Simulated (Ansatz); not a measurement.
## NaVSe3 (model cell, started as cubic perovskite with V in the octahedra): following an unstable mode

Aim: this structure of NaVSe3 (model cell, started as cubic perovskite with V in the octahedra) is to be tested for unstable modes, and one is followed downhill.

Program: Ansatz 0.2.0. Level of theory: DFT PBE, scalar-relativistic, plane waves, PAW; PAW set soft_1. Results are calculated unless marked as measured.

The structure was built from a prototype and need not be the compound's stable phase.

## (1) The structure

The structure is cubic, space group Pm-3m (No. 221). The conventional cell has a = 4.893 Å, b = 4.893 Å, c = 4.893 Å, α = 90.00°, β = 90.00°, γ = 90.00°. Nearest to Na lie 12 Se at 3.46 Å. V has 6 Se at 2.45 Å nearest. Se has 2 V at 2.45 Å and 4 Na at 3.46 Å nearest. Farther neighbours and most contacts between anions are not listed.

## (2) Response at finite wavevector

The cell comes from relaxations at this level that are not shown. Stability and thermal properties need the whole zone. Linear response on a 2×2×2 q mesh gives force constants as far as a supercell of that size would.

The input, input.yaml:

```yaml
crystal:
  lattice:
    - [4.8932201373, 0.0, 0.0]
    - [0.0, 4.8932201373, 0.0]
    - [0.0, 0.0, 4.8932201373]
  atoms:
    - { symbol: Na, position: [0.0, 0.0, 0.0] }
    - { symbol: V, position: [0.5, 0.5, 0.5] }
    - { symbol: Se, position: [0.5, 0.5, 0.0] }
    - { symbol: Se, position: [0.5, 0.0, 0.5] }
    - { symbol: Se, position: [0.0, 0.5, 0.5] }
kpoints:
  mp_grid: { grid: [8, 8, 8] }
hamiltonian:
  xc: pbe
  pseudopotentials: { kind: paw, azcp: { folder: soft_1 } }
scf:
  occupations: { method: methfessel_paxton, width: 0.2 }
output:
  eigenvalues: true
phonons:
  method: dfpt
  qmesh: [2, 2, 2]
  temperatures: { t_max: 1000, t_step: 50 }
  qpath:
    path:
      - [[0.0, 0.0, 0.0], [0.0, 0.5, 0.0], [0.5, 0.5, 0.0], [0.0, 0.0, 0.0], [0.5, 0.5, 0.5], [0.0, 0.5, 0.0]]
      - [[0.5, 0.5, 0.5], [0.5, 0.5, 0.0]]
    npoints: 10
```

Started as:

```sh
$ ansatz run input.yaml --threads 4 --pin off --max-ram 16384MiB --backend cpu --events-out ev --progress --plain --runs-dir out
```

Numbers of over 12 decimals in the logs are rounded to 6 here.

The program printed:

```text
Engine: ansatz 0.2.0, aarch64-unknown-linux-gnu
Pseudopotentials: kind: paw
Pseudopotential: Na, paw, valence charge 9, recommended cutoff 420 eV (normal), soft_1/Na.paw.azcp
Pseudopotential: V, paw, valence charge 13, recommended cutoff 420 eV (normal), soft_1/V.paw.azcp
Pseudopotential: Se, paw, valence charge 16, recommended cutoff 420 eV (normal), soft_1/Se.paw.azcp
Functional definition: PBE
  parameter kappa = 0.804
  parameter beta = 0.066725
  exchange = pbe_x(kappa = kappa, mu = beta*pi^2/3)
  correlation = pbe_c(beta = beta)
Crystal: 5 atoms, lattice volume = 117.161 Å³
Basis set: ecut = 420 eV, 2301 PW (Γ), exchange–correlation on 72×72×72 points (8 copies of the dense FFT grid, shifted against one another)
Bands: 42, of which v1, the nominal top of the filled ones, is band 35 counted from 1 (34 counted from 0)
Symmetry: 48 space group operations
k-points: 35 of 512
Non-local potential: Na, projectors of the file, l = 0: 3, l = 1: 2, l = 2: 1
Non-local potential: V, projectors of the file, l = 0: 3, l = 1: 2, l = 2: 3, l = 3: 1
Non-local potential: Se, projectors of the file, l = 0: 2, l = 1: 2, l = 2: 3, l = 3: 1
PAW form: soft (Blöchl's): semilocal exchange-correlation on the pseudo side does not see the compensation charge
PAW one-centre angular grid: Na, 110 points (default); XC on 64 Gauss nodes
PAW one-centre angular grid: V, 590 points (default); XC on 64 Gauss nodes
PAW one-centre angular grid: Se, 590 points (default); XC on 64 Gauss nodes
Initial density: superposition of atomic densities (chi_scale 0.1, normalization cell, long waves kept (reshape's long-wave potential 0.00 eV rms))
Initial wavefunctions: pseudopotential atomic-orbital guess
Functional: x = pbe(κ = 0.804, μ = 0.219515), c = pbe(β = 0.066725)
SCF iter   1: F=—  HF=-20814.864335 eV  |F-HF|=—  |Δ(HF+E_count)|=         —  Δρ=2.52e-1  dr2=1.22e2  ethr=3.10e-3  ⟨swp⟩=5.6  Hψ=5065  notcnv=0
preconditioner: auto → LDOS  [metal: Δε(μ)=0.051 eV  Ē_g=7.100 eV  σ=0.200 eV  W_gap=0.21  n_scr=26 (ndim 8)  ℏωp=16.8 eV  f_vac=0.015  D(μ)=7.84/eV (n_scr^D=80)  β→1.0]
SCF iter   2: F=—  HF=-20809.353087 eV  |F-HF|=—  |Δ(HF+E_count)|=    5.51e0  S|Δr|=    0.00e0  Δρ=7.89e-2  dr2=1.17e1  ethr=3.10e-3  ⟨swp⟩=3.8  Hψ=3394  notcnv=0  defer=11
SCF iter   3: F=—  HF=-20808.874646 eV  |F-HF|=—  |Δ(HF+E_count)|=   4.78e-1  S|Δr|=    0.00e0  Δρ=3.47e-2  dr2=5.71e-1  ethr=3.10e-3  ⟨swp⟩=3.1  Hψ=3160  notcnv=0  defer=9
SCF iter   4: F=—  HF=-20808.465443 eV  |F-HF|=—  |Δ(HF+E_count)|=   4.09e-1  S|Δr|=    0.00e0  Δρ=4.24e-3  dr2=2.44e-2  ethr=8.16e-4  ⟨swp⟩=2.6  Hψ=3104  notcnv=0
SCF iter   5: F=—  HF=-20808.468216 eV  |F-HF|=—  |Δ(HF+E_count)|=   2.77e-3  S|Δr|=    0.00e0  Δρ=1.55e-3  dr2=2.75e-3  ethr=3.49e-5  ⟨swp⟩=2.0  Hψ=1980  notcnv=0
SCF iter   6: F=—  HF=-20808.468287 eV  |F-HF|=—  |Δ(HF+E_count)|=   7.06e-5  S|Δr|=    0.00e0  Δρ=3.56e-4  dr2=1.65e-4  ethr=3.93e-6  ⟨swp⟩=2.1  Hψ=2250  notcnv=0
SCF iter   7: F=—  HF=-20808.468323 eV  |F-HF|=—  |Δ(HF+E_count)|=   3.59e-5  S|Δr|=    0.00e0  Δρ=1.53e-4  dr2=3.24e-5  ethr=2.36e-7  ⟨swp⟩=2.3  Hψ=2643  notcnv=0
SCF iter   8: F=—  HF=-20808.468328 eV  |F-HF|=—  |Δ(HF+E_count)|=   5.32e-6  S|Δr|=    0.00e0  Δρ=2.14e-5  dr2=3.10e-7  ethr=4.63e-8  ⟨swp⟩=1.6  Hψ=1710  notcnv=0
SCF iter   9: F=—  HF=-20808.468330 eV  |F-HF|=—  |Δ(HF+E_count)|=   1.59e-6  S|Δr|=    0.00e0  Δρ=5.56e-6  dr2=3.13e-8  ethr=4.43e-10  ⟨swp⟩=2.0  Hψ=2743  notcnv=0
SCF iter  10: F=—  HF=-20808.468330 eV  |F-HF|=—  |Δ(HF+E_count)|=   2.06e-8  S|Δr|=    0.00e0  Δρ=1.29e-6  dr2=2.62e-9  ethr=4.47e-11  ⟨swp⟩=2.0  Hψ=1759  notcnv=0
SCF iter  11: F=-20808.468330 eV  HF=-20808.468330 eV  |F-HF|=0.00e0  |Δ(HF+E_count)|=  4.69e-10  S|Δr|=    0.00e0  Δρ=6.58e-8  dr2=8.92e-12  ethr=1.00e-12  ⟨swp⟩=4.9  Hψ=6788  notcnv=0
the search or the solves at the SCF's close seem to have found levels that the self-consistency loop had missed (the run counts 1). By its estimate they hold under 1e-12 electrons; where the run keeps them, the occupations were computed again with them
SCF 1 converged in 11 iterations: F = -20808.468330 eV  dr2 = 8.92e-12
  greatest PAW one-centre occupation: 1.000 electrons in one spin orbital (limit 2), on the Se atom at site 2 (counted from 0), in its partial waves of l = 2
Initial density: read from a saved state, or passed on in memory by an earlier SCF of this step, an earlier step, the calling program or the single point that the run made first
iter 1 solved again at ethr=2.43e-7 eV; its pass at ethr=3.10e-3 eV (dr2=1.70e-4 eV) is discarded
SCF iter   1: F=—  HF=-20808.468330 eV  |F-HF|=—  |Δ(HF+E_count)|=         —  Δρ=5.24e-7  dr2=2.29e-10  ethr=2.43e-7  ⟨swp⟩=3.0  Hψ=8395  notcnv=0
eigensolver tolerance schedule: the retry pair's looser diagonalisation over-reported the residual by 740783.21 of it (diagonalisation noise at an unbounded share of the residual, at the tolerance the schedule requests for it); recorded, not acted on — ethr = c·dr2/N_el stays at c = 1.0e-1
preconditioner: auto → LDOS  [metal: Δε(μ)=0.071 eV  Ē_g=7.438 eV  σ=0.200 eV  W_gap=0.30  n_scr=26 (ndim 8)  ℏωp=16.8 eV  f_vac=0.118  D(μ)=3.39/eV (n_scr^D=26)  β→1.0]
SCF iter   2: F=—  HF=-20808.468330 eV  |F-HF|=—  |Δ(HF+E_count)|=   1.15e-7  S|Δr|=    0.00e0  Δρ=7.12e-7  dr2=5.36e-10  ethr=1.00e-12  ⟨swp⟩=3.9  Hψ=4372  notcnv=0
SCF iter   3: F=—  HF=-20808.468330 eV  |F-HF|=—  |Δ(HF+E_count)|=  1.42e-10  S|Δr|=    0.00e0  Δρ=2.86e-7  dr2=6.17e-11  ethr=1.00e-12  ⟨swp⟩=2.5  Hψ=2642  notcnv=0
SCF iter   4: F=—  HF=-20808.468330 eV  |F-HF|=—  |Δ(HF+E_count)|=  7.28e-12  S|Δr|=    0.00e0  Δρ=2.05e-7  dr2=3.37e-11  ethr=1.00e-12  ⟨swp⟩=1.0  Hψ=1470  notcnv=0
SCF iter   5: F=—  HF=-20808.468330 eV  |F-HF|=—  |Δ(HF+E_count)|=  7.28e-12  S|Δr|=    0.00e0  Δρ=1.53e-7  dr2=1.90e-11  ethr=1.00e-12  ⟨swp⟩=1.0  Hψ=1470  notcnv=0
SCF iter   6: F=-20808.468330 eV  HF=-20808.468330 eV  |F-HF|=0.00e0  |Δ(HF+E_count)|=  3.64e-12  S|Δr|=    0.00e0  Δρ=1.62e-8  dr2=2.90e-13  ethr=1.00e-12  ⟨swp⟩=2.0  Hψ=4156  notcnv=0
SCF 2 converged in 6 iterations: F = -20808.468330 eV  dr2 = 2.90e-13
phonons: the bands overlap, so this run is a metal and interpolates without the dipole-dipole term. If the crystal is really an insulator or semiconductor, its LO-TO splitting is missing
NSCF: frozen V_eff on 35 k-points
WARN: eigensolver did not converge (k=5): 1 band(s) unlocked after 20 sweeps at ethr=1.09e-12 eV (storage-precision floor; scheduled 1.00e-12 eV) (lowest unlocked band 41, counted from 0; max residual 3.06e-5 eV among the unlocked bands, 3.06e-5 eV over every band; other slots of this pass that fall short are told together in one closing line; warning suppressed until the next SCF loop or pass starts)
WARN: eigensolver did not converge in 5 slots of this pass, the one above among them; of largest residual over every band (k=9): 1 band(s) unlocked (lowest unlocked band 41, counted from 0; max residual 3.07e-3 eV among the unlocked bands, 3.07e-3 eV over every band); of lowest unlocked band (k=5): band 41
NSCF: frozen V_eff on 125 k-points
DFPT response loops at q = (0, 0, 0) (fractional): preconditioner auto → Kerker (q_TF=auto, 2.504 Å⁻¹) (partly filled bands, converged f_vac=0.118); β = 1.00, the filter's whole step (`scf.mixing.beta` (0.50) is not read by the response loops under this deck's `scf.mixing.preconditioner`; to damp them name `kerker` or `kerker_dos`, under which they read `scf.mixing.beta`, and type it under 1.00, their step now; both keys bind the ground state too); Broyden in place of MSR1
NSCF: frozen V_eff on 250 k-points
DFPT response loops at q = (0, 0, -0.5) (fractional): mixed as the last ones told, above
NSCF: frozen V_eff on 250 k-points
DFPT response loops at q = (0, -0.5, -0.5) (fractional): mixed as the last ones told, above
NSCF: frozen V_eff on 250 k-points
DFPT response loops at q = (-0.5, -0.5, -0.5) (fractional): mixed as the last ones told, above
SCF converged after 11 iterations
Stability not checked: this state was not tested for a lower state beside it, because cold or Methfessel-Paxton smearing, or corrected tetrahedra, fill the levels in a way that the test cannot read (fill_not_monotonic; see scf.lower_state_search)
Free energy (F): -20808.468330 eV
Harris-Foulkes:  -20808.468330 eV  (|F-HF|=0.00e0)
Internal energy: -20808.476472 eV  (E = F + TS)
E sigma→0 (E₀):  -20808.470365 eV
Entropy (-TS):   0.008142 eV (1.628 meV/atom)
Fermi energy:    7.350190 eV
--- Per-component energies (eV) ---
  E_band       = -1653.597229
  E_kinetic    = 740.245468
  E_local      = -11388.431623  (includes V_loc(G=0)·N_el)
  E_nonlocal   = -704.248963
  E_hartree    = 5518.967988
  E_xc         = -406.914974
  E_vxc        = -463.628822  (∫ρ·V_xc dr)
  E_paw        = -7808.839094  (= ΣΔE_a)
  E_vpaw       = -875.469159  (= ΣTr[D̂ρ^β])
  E_aug_tail   = 0.000081  (compensation charges beyond the density's cutoff)
  E_ewald      = -6759.255354
  E_smearing   = 0.008142  (= −TS)
  E_closure    = 0.000000  (closes the sum)
  Σ components = -20808.468330   (vs F -20808.468330, Δ=0.00e0)
--- Band table (eV; the first three rows and the last of 35) ---
  k-point 0: bands = [... 31 lower, 6.2427, 6.4745, 6.4745, 6.4745, 7.0754, 7.0754, 7.0754, 7.5632, ... 3 higher]
  k-point 1: bands = [... 31 lower, 6.1419, 6.3657, 6.4783, 6.6949, 6.6949, 7.3090, 7.3090, 7.5671, ... 3 higher]
  k-point 2: bands = [... 31 lower, 5.4726, 5.9198, 6.4875, 6.7701, 6.7701, 7.5740, 7.7415, 7.7415, ... 3 higher]
  k-point 34: bands = [... 31 lower, 3.5383, 7.8302, 7.8302, 7.8302, 8.0036, 8.0036, 8.0036, 9.4839, ... 3 higher]
--- Phonons (Γ-DFPT): 4 representative perturbations + reference (Σ response iterations 12) ---
  ASR residual: 5.461e-5 → 0.000e0 eV/Å²; symmetrization residual: 8.115e-6 eV/Å²
  ASR residual per site (eV/Å²): 2.63e-5 5.46e-5 5.90e-6 5.90e-6 5.90e-6
  Γ frequencies (cm⁻¹): -132.75 -132.75 -132.75 0.00 0.00 0.00 28.28 28.28 28.28 36.52 36.52 36.52 200.15 200.15 200.15
--- Phonons (arbitrary-q DFPT): 4 irreducible q on the 2×2×2 mesh ---
  q = [0.0000, 0.0000, 0.0000] (star 1, of the zone-centre solve; hermiticity 1.96e-6, symmetrization 1.64e-11): -132.75 -132.75 -132.75 -0.00 0.00 0.00 28.28 28.28 28.28 36.52 36.52 36.52 200.15 200.15 200.15
  q = [0.0000, 0.0000, -0.5000] (star 3, 9 solved perturbations in 975 linear systems a pass and spin channel, the states on 125 of 512 k-point pairs; hermiticity 6.53e-7, symmetrization 1.32e-11): -122.59 -122.59 4.34 4.34 37.18 37.18 46.65 50.24 52.27 84.75 84.75 124.93 190.22 190.22 206.31
  q = [0.0000, -0.5000, -0.5000] (star 3, 9 solved perturbations in 975 linear systems a pass and spin channel, the states on 125 of 512 k-point pairs; hermiticity 8.74e-7, symmetrization 3.52e-11): -114.06 -48.67 -46.34 -46.34 36.92 50.50 50.50 65.85 83.22 83.22 125.87 125.87 127.66 178.75 230.17
  q = [-0.5000, -0.5000, -0.5000] (star 1, 4 solved perturbations in 350 linear systems a pass and spin channel, the states on 125 of 512 k-point pairs; hermiticity 2.51e-7, symmetrization 4.59e-11): -91.22 -91.22 -49.22 -49.22 -49.22 40.80 40.80 40.80 87.91 87.91 87.91 126.83 126.83 126.83 251.65
  sum rule: each row above includes the acoustic sum rule's correction from the zone centre's row sums; it moved no ω² by more than (0.56 cm⁻¹)²
  mesh force constants: q→R imaginary residual 3.42e-18; ASR residual 5.461e-5 → 0.000e0 eV/Å²; symmetrization residual 1.243e-14 eV/Å²
  interpolated dispersion: 62 rows × 15 modes
  density of states and harmonic sums: on the 14×14×14 q-mesh, interpolated from the force constants of a 2×2×2 supercell (no non-analytic term)
  largest difference from the sums on the solved wave vectors: F 2.92e-1 eV, S 3.70e-4 and C_V 7.78e-5 eV/K
  zero-point energy: 0.064250 eV/cell   skipped modes (ω ≤ 0): 535, of them read as no rigid motion or as one in doubt: 532 (4.528e0 modes/cell left out, lowest -132.75 cm⁻¹)   left out of the sums: 3.02e-1 of the cell's modes: C_V's classical limit lies that fraction below 3 k_B per atom; for a crystal, a wire or a layer, F and S can be off by more, and a phonons.interpolated_qmesh denser along its periods is the remedy for the sampling
```

Run time: 8.6 min. Hardware: 4 threads of Arm Neoverse V1, shared host; peak memory 1.8 GiB.

In the SCF lines HF is the Harris–Foulkes energy and dr2 the Hartree energy of the density residual, in eV; the loop may stop once dr2 is under the threshold and the program's other checks hold. Hψ counts applications of the Hamiltonian.

This run has no spin polarisation, although V can carry a moment.

This step gave:

```yaml
volume_per_atom: 23.43 Å³
gap_on_the_k_mesh: 0 eV
sum_rule_residual_before_enforcement: 5.46e-5 eV/Å²
lowest_frequency_on_the_path: -132.8 cm⁻¹
point_group: m-3m
highest_frequency_on_the_path_or_at_a_solved_wavevector: 251.7 cm⁻¹
highest_optical_mode_at_the_zone_centre_no_lo_to_term: 200.2 cm⁻¹
lowest_optical_zone_centre_mode: -132.8 cm⁻¹
lowest_mode_on_the_q_mesh_acoustic_modes_at_gamma_apart: -132.8 cm⁻¹
```

Frequencies (cm⁻¹) solved at each irreducible wavevector; negative means imaginary. Frequencies by wavevector, by row:

```
q in reciprocal lattice units  star  mode 1  mode 2  mode 3  mode 4  mode 13  mode 14  mode 15
                        0 0 0     1  -132.8  -132.8  -132.8       0    200.2    200.2    200.2
                     0 0 -0.5     3  -122.6  -122.6     4.3     4.3    190.2    190.2    206.3
                  0 -0.5 -0.5     3  -114.1   -48.7   -46.3   -46.3    127.7    178.8    230.2
               -0.5 -0.5 -0.5     1   -91.2   -91.2   -49.2   -49.2    126.8    126.8    251.7
```

Interpolated from a 2×2×2 q mesh. Phonon branches along the path, in cm⁻¹:

```csv
point,branch 1,branch 2,branch 3,branch 4,branch 12,branch 13,branch 14,branch 15
Γ,-133,-133,-133,0,36,200,200,200
halfway,-127,-127,-76,10,79,196,196,203
X,-123,-123,4,4,125,190,190,206
halfway,-117,-79,-31,-20,126,142,185,225
M,-114,-49,-46,-46,126,128,179,230
halfway,-121,-78,-74,-28,100,167,191,219
Γ,-133,-133,-133,0,36,200,200,200
halfway,-73,-73,-73,-33,105,156,156,235
R,-91,-91,-49,-49,127,127,127,252
halfway,-78,-70,-36,-35,124,124,140,242
X,-123,-123,4,4,125,190,190,206
jump to R,-91,-91,-49,-49,127,127,127,252
halfway,-76,-49,-45,-36,119,119,127,247
M,-114,-49,-46,-46,126,128,179,230
```

Symmetry leaves 4 wavevectors to solve. The lowest mode among them, the acoustic zeros apart, lies at Γ and is imaginary, 132.8i cm⁻¹, so the energy falls along it.

## (3) The mode frozen in, largest atomic shift 0 Å

The mode followed lies at q = (0, 0, -0.5) with frequency 122.6i cm⁻¹ and is 2-fold degenerate, one of the unstable modes though not the softest. At small amplitude the distorted cell has space group no. 63 by a symmetry search on the positions. The undistorted cell that holds it gives the zero of energy on the same k mesh.

System of this step: NaVSe3 (model cell, started as cubic perovskite with V in the octahedra). It takes space group Pm-3m (No. 221, cubic). Conventional cell: a = 4.893 Å, b = 4.893 Å, c = 4.893 Å, α = 90.00°, β = 90.00°, γ = 90.00°. Nearest to Na lie 12 Se at 3.46 Å. Nearest to V lie 6 Se at 2.45 Å. Nearest to Se lie 2 V at 2.45 Å and 4 Na at 3.46 Å. Se has 2 V at 2.45 Å and 4 Na at 3.46 Å nearest. Farther neighbours and most contacts between anions are not listed.

The input, input.yaml:

```yaml
crystal:
  lattice:
    - [4.8932201373, 0.0, 0.0]
    - [0.0, 4.8932201373, 0.0]
    - [0.0, 0.0, 9.7864402746]
  atoms:
    - { symbol: Na, position: [0.0, 0.0, 0.0] }
    - { symbol: Na, position: [0.0, 0.0, 0.5] }
    - { symbol: V, position: [0.5, 0.5, 0.25] }
    - { symbol: V, position: [0.5, 0.5, 0.75] }
    - { symbol: Se, position: [0.5, 0.5, 0.0] }
    - { symbol: Se, position: [0.5, 0.5, 0.5] }
    - { symbol: Se, position: [0.5, 0.0, 0.25] }
    - { symbol: Se, position: [0.5, 0.0, 0.75] }
    - { symbol: Se, position: [0.0, 0.5, 0.25] }
    - { symbol: Se, position: [0.0, 0.5, 0.75] }
kpoints:
  mp_grid: { grid: [8, 8, 4] }
hamiltonian:
  xc: pbe
  pseudopotentials: { kind: paw, azcp: { folder: soft_1 } }
scf:
  occupations: { method: methfessel_paxton, width: 0.2 }
output:
  forces: true
  stress: true
  eigenvalues: true
```

The program printed:

```text
[...]
Crystal: 10 atoms, lattice volume = 234.323 Å³
Basis set: ecut = 420 eV, 4573 PW (Γ), exchange–correlation on 72×72×144 points (8 copies of the dense FFT grid, shifted against one another)
Bands: 84, of which v1, the nominal top of the filled ones, is band 70 counted from 1 (69 counted from 0)
Symmetry: 32 space group operations
[...]
k-points: 45 of 256
[...]
k-point 0: bands = [... 66 lower, 6.4745, 6.4745, 6.5008, 6.8098, 6.8098, 7.0754, 7.0754, 7.0754, ... 10 higher]
  k-point 1: bands = [... 66 lower, 6.4783, 6.4969, 6.6949, 6.6949, 6.8000, 6.8000, 7.3090, 7.3090, ... 10 higher]
  k-point 2: bands = [... 66 lower, 6.4876, 6.4876, 6.7701, 6.7701, 6.7701, 6.7701, 7.5740, 7.5740, ... 10 higher]
  k-point 44: bands = [... 66 lower, 6.7581, 6.7581, 7.8104, 7.8104, 7.9476, 7.9476, 8.0768, 8.0768, ... 10 higher]
[key lines of the parts left out:]
SCF converged after 9 iterations
Free energy (F): -41616.936660 eV
Fermi energy:    7.350204 eV
P = ⅓ Tr σ = -0.0047 GPa (-0.047 kbar)
```

The job ended after 16 s (4 threads; peak memory 1.1 GiB).

Numbers from this step:

```yaml
pressure: -0.004728 GPa
energy_from_the_undistorted_cell: 0 meV/atom
```

The run ends at a pressure of 0.00 GPa.

## (4) The mode frozen in, largest atomic shift 0.32 Å

The atoms are moved along the unstable eigenvector, the largest shift by 0.32 Å, with the cell fixed.

input.yaml, the sections that differ from step 3:

```yaml
crystal:
  lattice:
    - [4.8932201373, 0.0, 0.0]
    - [0.0, 4.8932201373, 0.0]
    - [0.0, 0.0, 9.7864402746]
  atoms:
    - { symbol: Na, position: [0.0, 0.0, 0.0] }
    - { symbol: Na, position: [0.0, 0.0, 0.5] }
    - { symbol: V, position: [0.5462423851, 0.4537576149, 0.25] }
    - { symbol: V, position: [0.4537576149, 0.5462423851, 0.75] }
    - { symbol: Se, position: [0.5, 0.5, 0.0] }
    - { symbol: Se, position: [0.5, 0.5, 0.5] }
    - { symbol: Se, position: [0.4835536574, -0.0067878203, 0.25] }
    - { symbol: Se, position: [0.5164463426, 0.0067878203, 0.75] }
    - { symbol: Se, position: [0.0067878203, 0.5164463426, 0.25] }
    - { symbol: Se, position: [-0.0067878203, 0.4835536574, 0.75] }
# kpoints, hamiltonian, scf, output: as in step 3
```

The program printed:

```text
[...]
Crystal: 10 atoms, lattice volume = 234.323 Å³
Basis set: ecut = 420 eV, 4573 PW (Γ), exchange–correlation on 72×72×144 points (8 copies of the dense FFT grid, shifted against one another)
Bands: 84, of which v1, the nominal top of the filled ones, is band 70 counted from 1 (69 counted from 0)
Symmetry: 8 space group operations
[...]
k-points: 63 of 256
[...]
k-point 0: bands = [... 66 lower, 6.1246, 6.4139, 6.6165, 6.6621, 6.6949, 6.9138, 7.5839, 7.9313, ... 10 higher]
  k-point 1: bands = [... 66 lower, 6.0394, 6.1059, 6.1217, 6.2995, 7.2027, 7.3674, 7.9005, 7.9760, ... 10 higher]
  k-point 2: bands = [... 66 lower, 5.9066, 5.9066, 6.1425, 6.1425, 7.7055, 7.7055, 7.8560, 7.8560, ... 10 higher]
  k-point 62: bands = [... 66 lower, 6.8214, 6.8214, 7.7229, 7.7229, 7.7973, 7.7973, 7.9880, 7.9880, ... 10 higher]
[key lines of the parts left out:]
SCF converged after 11 iterations
Free energy (F): -41617.118070 eV
Fermi energy:    7.378443 eV
P = ⅓ Tr σ = 1.1391 GPa (11.391 kbar)
```

It took 23 s on 4 threads; peak memory 1.3 GiB; 92 s of CPU time.

Numbers from this step:

| Item | Value |
| --- | --- |
| pressure | 1.139 GPa |
| energy from the undistorted cell | -17.62 meV/atom |

The energy, extrapolated to zero smearing, is -17.62 meV/atom against the undistorted cell.

The run ends at a pressure of 1.14 GPa, with forces up to 0.36 eV/Å.

[end of part 1 of 3]

[Logs are printed without paths, hosts, clocks, repeated set-up lines and the standing remarks that a program may print on its own settings, such as how far it seeks lower states.]

[Hosts, paths, dates, database ids (printed as entryN), source tags and the programs' standing remarks are cut or masked in the printed files.]
